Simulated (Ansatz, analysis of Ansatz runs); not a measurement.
# Y4S3N2 (C2/m), nudged elastic band: V_N hop (3.0 Å) (q = +3), part 2 of 2

How high is the barrier when N changes place in Y4S3N2 (C2/m)? The case: V_N hop (3.0 Å), charge +3, in a cell of 108 host atoms with 1 N taken out.

Ansatz 0.2.0; plane-wave PAW DFT, PBEsol; nudged elastic band between two relaxed defect structures at fixed charge in a uniform background.

So far: The starting structure; Relaxation of the start point, charge +3; Relaxation of the end point, charge +3.

## (4) Nudged elastic band, charge +3

3 movable images are laid between the ends on a pair-potential path, which keeps atoms from colliding in the first guess. Each image feels the true force across the path and a spring force along it. The highest image is set to climb to the top of the path.

This step: plane-wave PAW DFT, PBEsol; nudged elastic band between two relaxed defect structures at fixed charge in a uniform background.

qp3_c108k1s.neb/input.yaml

```yaml
crystal:
  lattice:
    - [0.0, -11.37446657, 0.0]
    - [-12.77813411, -3.79148886, 0.02476517]
    - [-0.65688509, -3.79148886, -15.28259504]
  atoms:
    - { symbol: "Y", position: [0.25385128, 0.06378526, 0.1747107] }
    - { symbol: "Y", position: [0.07917405, 0.43571752, 0.32642104] }
    - { symbol: "Y", position: [0.14572366, 0.13721378, 0.42692414] }
    - { symbol: "Y", position: [0.18665622, 0.36225015, 0.07546712] }
    - { symbol: S, position: [0.00075368, -0.0016058, -0.00034687] }
    - { symbol: S, position: [0.05739162, 0.21724871, 0.10867245] }
    - { symbol: S, position: [0.27480135, 0.2842603, 0.39555631] }
    - { symbol: "N", position: [0.21509134, 0.03606093, 0.31956101] }
    - { symbol: "N", position: [0.11823989, 0.46467236, 0.18255634] }
    - { symbol: "Y", position: [0.25144698, 0.06702254, 0.67701146] }
    - { symbol: "Y", position: [0.08006249, 0.43187209, 0.82583568] }
    - { symbol: "Y", position: [0.14508148, 0.134647, 0.92950763] }
    - { symbol: "Y", position: [0.18630817, 0.36573134, 0.57303865] }
    - { symbol: S, position: [0.00145433, 0.00151077, 0.50034579] }
    - { symbol: S, position: [0.05673442, 0.22065644, 0.6096389] }
    - { symbol: S, position: [0.27524657, 0.28143114, 0.89411398] }
    - { symbol: "N", position: [0.21452963, 0.03646103, 0.82010994] }
    - { symbol: "N", position: [0.11563011, 0.46855769, 0.68155462] }
    - { symbol: "Y", position: [0.25150869, 0.56648613, 0.17771537] }
    - { symbol: "Y", position: [0.08264343, 0.9333475, 0.32327346] }
    - { symbol: "Y", position: [0.14385975, 0.63777059, 0.42997951] }
    - { symbol: "Y", position: [0.1890402, 0.86266339, 0.07095095] }
    - { symbol: S, position: [0.00288691, 0.49925193, -0.00092453] }
    - { symbol: S, position: [0.06067008, 0.71538612, 0.10378125] }
    - { symbol: S, position: [0.27496087, 0.78167811, 0.39445424] }
    - { symbol: "N", position: [0.2151178, 0.53710405, 0.32261108] }
    - { symbol: "N", position: [0.11998133, 0.96181195, 0.17978446] }
    - { symbol: "Y", position: [0.22512118, 0.58101657, 0.67726995] }
    - { symbol: "Y", position: [0.08046971, 0.93503466, 0.82460012] }
    - { symbol: "Y", position: [0.14500874, 0.63760715, 0.92672134] }
    - { symbol: "Y", position: [0.18872508, 0.8662844, 0.57234637] }
    - { symbol: S, position: [-0.001519, 0.50228636, 0.50210921] }
    - { symbol: S, position: [0.05175884, 0.72328933, 0.60995966] }
    - { symbol: S, position: [0.27673853, 0.78054998, 0.88987138] }
    - { symbol: "N", position: [0.2274505, 0.53274324, 0.81496162] }
    - { symbol: "N", position: [0.11875722, 0.96544845, 0.68021233] }
    - { symbol: "Y", position: [0.58742378, 0.06281804, 0.17407464] }
    - { symbol: "Y", position: [0.4121946, 0.43607003, 0.3236153] }
    - { symbol: "Y", position: [0.47732248, 0.13155887, 0.42565157] }
    - { symbol: "Y", position: [0.52196268, 0.36174243, 0.07449132] }
    - { symbol: S, position: [0.33391948, -0.00156294, -0.00037939] }
    - { symbol: S, position: [0.39132569, 0.21707108, 0.10908449] }
    - { symbol: S, position: [0.61427827, 0.27574191, 0.38216662] }
    - { symbol: "N", position: [0.54839189, 0.03394714, 0.31846379] }
    - { symbol: "N", position: [0.45061187, 0.46433754, 0.18135343] }
    - { symbol: "Y", position: [0.58471034, 0.06721421, 0.67721421] }
    - { symbol: "Y", position: [0.40799046, 0.43203295, 0.84435089] }
    - { symbol: "Y", position: [0.47898875, 0.13366823, 0.92983921] }
    - { symbol: "Y", position: [0.53888823, 0.34504563, 0.53877674] }
    - { symbol: S, position: [0.33240724, 0.00080867, 0.5004008] }
    - { symbol: S, position: [0.39221114, 0.22499082, 0.61032519] }
    - { symbol: S, position: [0.60843105, 0.28121096, 0.89372347] }
    - { symbol: "N", position: [0.54795253, 0.03594472, 0.82019502] }
    - { symbol: "Y", position: [0.58646206, 0.56524179, 0.17558804] }
    - { symbol: "Y", position: [0.41344783, 0.93317465, 0.32310049] }
    - { symbol: "Y", position: [0.47872336, 0.63723578, 0.42844103] }
    - { symbol: "Y", position: [0.52193297, 0.86244306, 0.07092195] }
    - { symbol: S, position: [0.33211758, 0.50121954, 0.00255144] }
    - { symbol: S, position: [0.39337059, 0.71506233, 0.10385744] }
    - { symbol: S, position: [0.6079287, 0.7820164, 0.39449086] }
    - { symbol: "N", position: [0.54827126, 0.53504548, 0.32139083] }
    - { symbol: "N", position: [0.45249046, 0.9616034, 0.17950548] }
    - { symbol: "Y", position: [0.60290887, 0.58094007, 0.6771607] }
    - { symbol: "Y", position: [0.41334387, 0.93521856, 0.8243916] }
    - { symbol: "Y", position: [0.47916967, 0.63759098, 0.92667998] }
    - { symbol: "Y", position: [0.51898039, 0.86695153, 0.57220506] }
    - { symbol: S, position: [0.33683991, 0.49993785, 0.51021772] }
    - { symbol: S, position: [0.39201761, 0.71232434, 0.61226568] }
    - { symbol: S, position: [0.61113316, 0.77919427, 0.88738581] }
    - { symbol: "N", position: [0.54100455, 0.53274637, 0.81493813] }
    - { symbol: "N", position: [0.45087549, 0.96632555, 0.67992541] }
    - { symbol: "Y", position: [0.92128891, 0.06309568, 0.17440147] }
    - { symbol: "Y", position: [0.74909734, 0.43580618, 0.32240407] }
    - { symbol: "Y", position: [0.8180203, 0.13159865, 0.42608004] }
    - { symbol: "Y", position: [0.85522642, 0.36292861, 0.07156447] }
    - { symbol: S, position: [0.66798598, -0.00242958, -0.00072833] }
    - { symbol: S, position: [0.72537811, 0.21694568, 0.1085407] }
    - { symbol: S, position: [0.9394077, 0.28396051, 0.3951695] }
    - { symbol: "N", position: [0.88316743, 0.0339877, 0.3189054] }
    - { symbol: "N", position: [0.7858684, 0.46415689, 0.17981239] }
    - { symbol: "Y", position: [0.91998446, 0.0670896, 0.67693605] }
    - { symbol: "Y", position: [0.74852983, 0.43184823, 0.82578444] }
    - { symbol: "Y", position: [0.81277776, 0.13434086, 0.92932135] }
    - { symbol: "Y", position: [0.85460482, 0.3656281, 0.57303397] }
    - { symbol: S, position: [0.66486938, 0.00250467, 0.49954466] }
    - { symbol: S, position: [0.71741313, 0.22517792, 0.61049938] }
    - { symbol: S, position: [0.94267526, 0.28135476, 0.89106138] }
    - { symbol: "N", position: [0.88163226, 0.03605507, 0.81998448] }
    - { symbol: "N", position: [0.78453292, 0.46849318, 0.68150876] }
    - { symbol: "Y", position: [0.9201069, 0.56584194, 0.17558854] }
    - { symbol: "Y", position: [0.7480091, 0.93306858, 0.32312751] }
    - { symbol: "Y", position: [0.81147167, 0.63760049, 0.42900198] }
    - { symbol: "Y", position: [0.85551681, 0.86248226, 0.0710497] }
    - { symbol: S, position: [0.66520976, 0.49918418, -0.00098084] }
    - { symbol: S, position: [0.72555263, 0.71638052, 0.10670901] }
    - { symbol: S, position: [0.9423333, 0.78131337, 0.39270796] }
    - { symbol: "N", position: [0.87884984, 0.53709244, 0.32143326] }
    - { symbol: "N", position: [0.78645749, 0.96171472, 0.17965044] }
    - { symbol: "Y", position: [0.91790789, 0.56805422, 0.67832704] }
    - { symbol: "Y", position: [0.74729775, 0.93507028, 0.82370236] }
    - { symbol: "Y", position: [0.81198036, 0.63528236, 0.92934178] }
    - { symbol: "Y", position: [0.85262851, 0.87100053, 0.57059038] }
    - { symbol: S, position: [0.6573701, 0.49968105, 0.50979635] }
    - { symbol: S, position: [0.72602096, 0.72328984, 0.60971635] }
    - { symbol: S, position: [0.94480401, 0.77923074, 0.88753912] }
    - { symbol: "N", position: [0.88193779, 0.53330672, 0.82120557] }
    - { symbol: "N", position: [0.78423387, 0.96802951, 0.67966383] }
total_charge: 3
basis:
  ecutwfc: 420
  xc_grid: 2
hamiltonian:
  xc: pbesol
kpoints:
  mp_grid: { grid: [1, 1, 1], shift: [0.25, 0.25, 0.25] }
scf:
  occupations: { method: fixed }
  max_iter: 100
output:
  forces: true
neb:
  images: 3
  f_tol: 0.04
  climbing: true
  initial_path: idpp
  max_iterations: 45
  order_check: false
  final_atoms:
    - { symbol: "Y", position: [0.25379359, 0.06623067, 0.17675466] }
    - { symbol: "Y", position: [0.08074951, 0.43406099, 0.32423416] }
    - { symbol: "Y", position: [0.14526195, 0.13701494, 0.42894155] }
    - { symbol: "Y", position: [0.18850605, 0.36206423, 0.07130745] }
    - { symbol: S, position: [0.00232671, -0.00310714, 0.00030293] }
    - { symbol: S, position: [0.05924904, 0.21732459, 0.10542858] }
    - { symbol: S, position: [0.27380321, 0.28443392, 0.39606125] }
    - { symbol: "N", position: [0.21469908, 0.03784213, 0.32039735] }
    - { symbol: "N", position: [0.11894945, 0.46419106, 0.17839746] }
    - { symbol: "Y", position: [0.25379901, 0.06423642, 0.67551773] }
    - { symbol: "Y", position: [0.06428552, 0.41850298, 0.8227115] }
    - { symbol: "Y", position: [0.14804491, 0.13238841, 0.92775245] }
    - { symbol: "Y", position: [0.18810009, 0.36181981, 0.57310786] }
    - { symbol: S, position: [-0.00081691, 0.00188443, 0.50058268] }
    - { symbol: S, position: [0.0560888, 0.22027431, 0.61238271] }
    - { symbol: S, position: [0.27520179, 0.28715628, 0.887525] }
    - { symbol: "N", position: [0.2162788, 0.03310446, 0.81993285] }
    - { symbol: "N", position: [0.12620948, 0.46671551, 0.68490779] }
    - { symbol: "Y", position: [0.25501904, 0.56317127, 0.17620451] }
    - { symbol: "Y", position: [0.07976104, 0.93666884, 0.32574932] }
    - { symbol: "Y", position: [0.14522078, 0.63767224, 0.42531174] }
    - { symbol: "Y", position: [0.18995253, 0.86782452, 0.07421084] }
    - { symbol: S, position: [0.00985825, 0.49976027, -0.01003737] }
    - { symbol: S, position: [0.05292603, 0.72360441, 0.11777589] }
    - { symbol: S, position: [0.275859, 0.78236103, 0.39073412] }
    - { symbol: "N", position: [0.21656755, 0.53496934, 0.31849189] }
    - { symbol: "N", position: [0.11887189, 0.9655013, 0.18137083] }
    - { symbol: "Y", position: [0.25917558, 0.56741195, 0.65553092] }
    - { symbol: "Y", position: [0.08245063, 0.93220739, 0.82266867] }
    - { symbol: "Y", position: [0.12822701, 0.65449217, 0.96109894] }
    - { symbol: "Y", position: [0.18818988, 0.86584614, 0.56999137] }
    - { symbol: S, position: [0.00204192, 0.50012559, 0.50087644] }
    - { symbol: S, position: [0.05880003, 0.71823863, 0.60605265] }
    - { symbol: S, position: [0.27495789, 0.77450464, 0.88959807] }
    - { symbol: "N", position: [0.43963565, 0.46674639, 0.68492382] }
    - { symbol: "N", position: [0.11923168, 0.96350183, 0.67966556] }
    - { symbol: "Y", position: [0.58451287, 0.0660465, 0.17652678] }
    - { symbol: "Y", position: [0.41570978, 0.43289319, 0.32205389] }
    - { symbol: "Y", position: [0.47816343, 0.13679717, 0.42886406] }
    - { symbol: "Y", position: [0.5234283, 0.36147777, 0.06986635] }
    - { symbol: S, position: [0.33477722, -0.0013374, -0.00058846] }
    - { symbol: S, position: [0.39223177, 0.21767398, 0.10542865] }
    - { symbol: S, position: [0.60641984, 0.28413277, 0.39618337] }
    - { symbol: "N", position: [0.547145, 0.03766174, 0.32009619] }
    - { symbol: "N", position: [0.45209955, 0.46222918, 0.17718438] }
    - { symbol: "Y", position: [0.58674349, 0.06437381, 0.67533191] }
    - { symbol: "Y", position: [0.44203773, 0.41847066, 0.82262297] }
    - { symbol: "Y", position: [0.47849773, 0.13308529, 0.92758338] }
    - { symbol: "Y", position: [0.52222621, 0.36182002, 0.57312689] }
    - { symbol: S, position: [0.33327504, 0.00103322, 0.50026185] }
    - { symbol: S, position: [0.39049128, 0.21892606, 0.60993403] }
    - { symbol: S, position: [0.61543365, 0.27621083, 0.88987789] }
    - { symbol: "N", position: [0.54848324, 0.03395382, 0.8196365] }
    - { symbol: "Y", position: [0.58809823, 0.56363014, 0.17338313] }
    - { symbol: "Y", position: [0.41332902, 0.93567082, 0.32514545] }
    - { symbol: "Y", position: [0.48054678, 0.63716264, 0.42436335] }
    - { symbol: "Y", position: [0.52144694, 0.86208135, 0.07298285] }
    - { symbol: S, position: [0.33029518, 0.4995558, -0.01040167] }
    - { symbol: S, position: [0.39239855, 0.7150274, 0.10431183] }
    - { symbol: S, position: [0.60983432, 0.78216623, 0.39117648] }
    - { symbol: "N", position: [0.5489966, 0.53467011, 0.31729808] }
    - { symbol: "N", position: [0.45211128, 0.96332099, 0.18027735] }
    - { symbol: "Y", position: [0.58711353, 0.56765258, 0.6739906] }
    - { symbol: "Y", position: [0.41571458, 0.93240914, 0.82287312] }
    - { symbol: "Y", position: [0.48085998, 0.63373835, 0.92681788] }
    - { symbol: "Y", position: [0.5220925, 0.86487575, 0.57032462] }
    - { symbol: S, position: [0.33508847, 0.49829723, 0.49724677] }
    - { symbol: S, position: [0.39190631, 0.71804115, 0.6057102] }
    - { symbol: S, position: [0.61042977, 0.77879282, 0.89024234] }
    - { symbol: "N", position: [0.55158286, 0.53093289, 0.81827486] }
    - { symbol: "N", position: [0.45264241, 0.96300222, 0.67975465] }
    - { symbol: "Y", position: [0.91920378, 0.06632913, 0.17669477] }
    - { symbol: "Y", position: [0.74714899, 0.43352445, 0.32420792] }
    - { symbol: "Y", position: [0.81163358, 0.13699715, 0.42879287] }
    - { symbol: "Y", position: [0.85576083, 0.36165202, 0.07083931] }
    - { symbol: S, position: [0.66572887, -0.00211931, -0.00051824] }
    - { symbol: S, position: [0.72490076, 0.21799141, 0.1071746] }
    - { symbol: S, position: [0.9415969, 0.28308972, 0.39318819] }
    - { symbol: "N", position: [0.88065873, 0.03778205, 0.32024367] }
    - { symbol: "N", position: [0.78846057, 0.46221569, 0.1783642] }
    - { symbol: "Y", position: [0.91987688, 0.06432905, 0.67620971] }
    - { symbol: "Y", position: [0.74926073, 0.43147185, 0.82153054] }
    - { symbol: "Y", position: [0.81452142, 0.12838513, 0.929333] }
    - { symbol: "Y", position: [0.8552145, 0.36419582, 0.57053442] }
    - { symbol: S, position: [0.66642563, 0.00102918, 0.50022483] }
    - { symbol: S, position: [0.72236461, 0.22029936, 0.61236681] }
    - { symbol: S, position: [0.94112107, 0.27617016, 0.89009569] }
    - { symbol: "N", position: [0.88298788, 0.03136884, 0.82021239] }
    - { symbol: "N", position: [0.78516122, 0.46632866, 0.67863981] }
    - { symbol: "Y", position: [0.91817025, 0.56344944, 0.17740111] }
    - { symbol: "Y", position: [0.74585818, 0.93640599, 0.32539375] }
    - { symbol: "Y", position: [0.81200483, 0.63649338, 0.42822537] }
    - { symbol: "Y", position: [0.84914192, 0.86776492, 0.07376304] }
    - { symbol: S, position: [0.66868032, 0.49717064, -0.00225308] }
    - { symbol: S, position: [0.72781531, 0.71530949, 0.10471112] }
    - { symbol: S, position: [0.94177989, 0.78249072, 0.39130109] }
    - { symbol: "N", position: [0.88136858, 0.53516307, 0.32002662] }
    - { symbol: "N", position: [0.78398909, 0.96542059, 0.18090915] }
    - { symbol: "Y", position: [0.91863424, 0.56767522, 0.67404544] }
    - { symbol: "Y", position: [0.74724764, 0.93230355, 0.82295652] }
    - { symbol: "Y", position: [0.81253848, 0.63380537, 0.9268357] }
    - { symbol: "Y", position: [0.85441338, 0.86515918, 0.57048485] }
    - { symbol: S, position: [0.66431687, 0.50007451, 0.50082194] }
    - { symbol: S, position: [0.72454971, 0.71803189, 0.60869523] }
    - { symbol: S, position: [0.94976688, 0.77429473, 0.88934356] }
    - { symbol: "N", position: [0.88264469, 0.53099703, 0.81832984] }
    - { symbol: "N", position: [0.78556386, 0.9633634, 0.67986175] }
```

Launch:

```bash
$ ansatz run input.yaml --threads 32 --pin off --max-ram 84787MiB --backend cuda --events-out ev --progress --plain --runs-dir out --max-vram 78GiB
```

It took 19 s on 1 × NVIDIA GB200 with 32 threads of Arm Neoverse V2, shared host; peak memory 3.3 GiB.

Images along the path:

| image | path (Å) | energy (eV) | N35: x, y, z (Å) |
| --- | --- | --- | --- |
| 0 | 0.000 | 0.0000 | -7.343, -7.697, -12.442 |
| 1 | 0.916 | 0.9160 | -7.069, -7.996, -12.003 |
| 2 | 1.832 | 1.9310 | -6.748, -8.466, -11.414 |
| 3 | 2.710 | 0.8450 | -6.530, -8.967, -10.860 |
| 4 | 3.589 | 0.0000 | -6.414, -9.367, -10.456 |

Read from the output:

- free energy: -222967.0439 eV
- barrier forward: 1.931 eV
- barrier backward: 1.931 eV
- end less start: 4.68e-5 eV
- hop length: 2.756 Å

Track of the atom that was set to move:

| image | x (Å) | y (Å) | z (Å) | nearest neighbour | distance (Å) |
| --- | --- | --- | --- | --- | --- |
| 0 | -7.343 | -7.697 | -12.44 | Y | 2.201 |
| 1 | -7.069 | -7.996 | -12 | Y | 2.13 |
| 2 | -6.748 | -8.466 | -11.41 | Y | 2.076 |
| 3 | -6.53 | -8.967 | -10.86 | Y | 2.136 |
| 4 | -6.414 | -9.367 | -10.46 | Y | 2.201 |

The band met its tolerance of 0.04 eV/Å after 6 iterations, with image 2 on top (the start counts as 0). N35, which moves farthest between the ends, has 4 Y at 2.20 to 2.40 Å nearest at the start and 2 Y at 2.08 Å at the top.

## (5) Results

| Property | Result |
| --- | --- |
| barrier forward | 1.93 eV |
| barrier backward | 1.93 eV |
| end less start | 0.00 eV |
| hop length | 2.76 Å |
| band iterations, as the log counts them | 6 |

**Reading.** The top of the band lies 1.93 eV above the start and 1.93 eV above the end, which are alike in energy and neighbours. With an assumed prefactor of 1e13 per second it gives one hop a second along this one path at about 750 K; whether such hops link up through the crystal wasn't checked. At the top N35 stands 2.08 Å from its nearest Y, 0.13 Å closer than at the start. The order of the top as a saddle was not checked for all atoms, so a bent path could be lower. No image-charge correction is applied; it largely cancels along a path if the charge stays localised alike. What this leaves open: one k-point off the zone centre stands for the whole zone.

[Logs are printed without paths, hosts, clocks, repeated set-up lines and the standing remarks that a program may print on its own settings, such as how far it seeks lower states.]

[Hosts, paths, dates, database ids (printed as entryN), source tags and the programs' standing remarks are cut or masked in the printed files.]
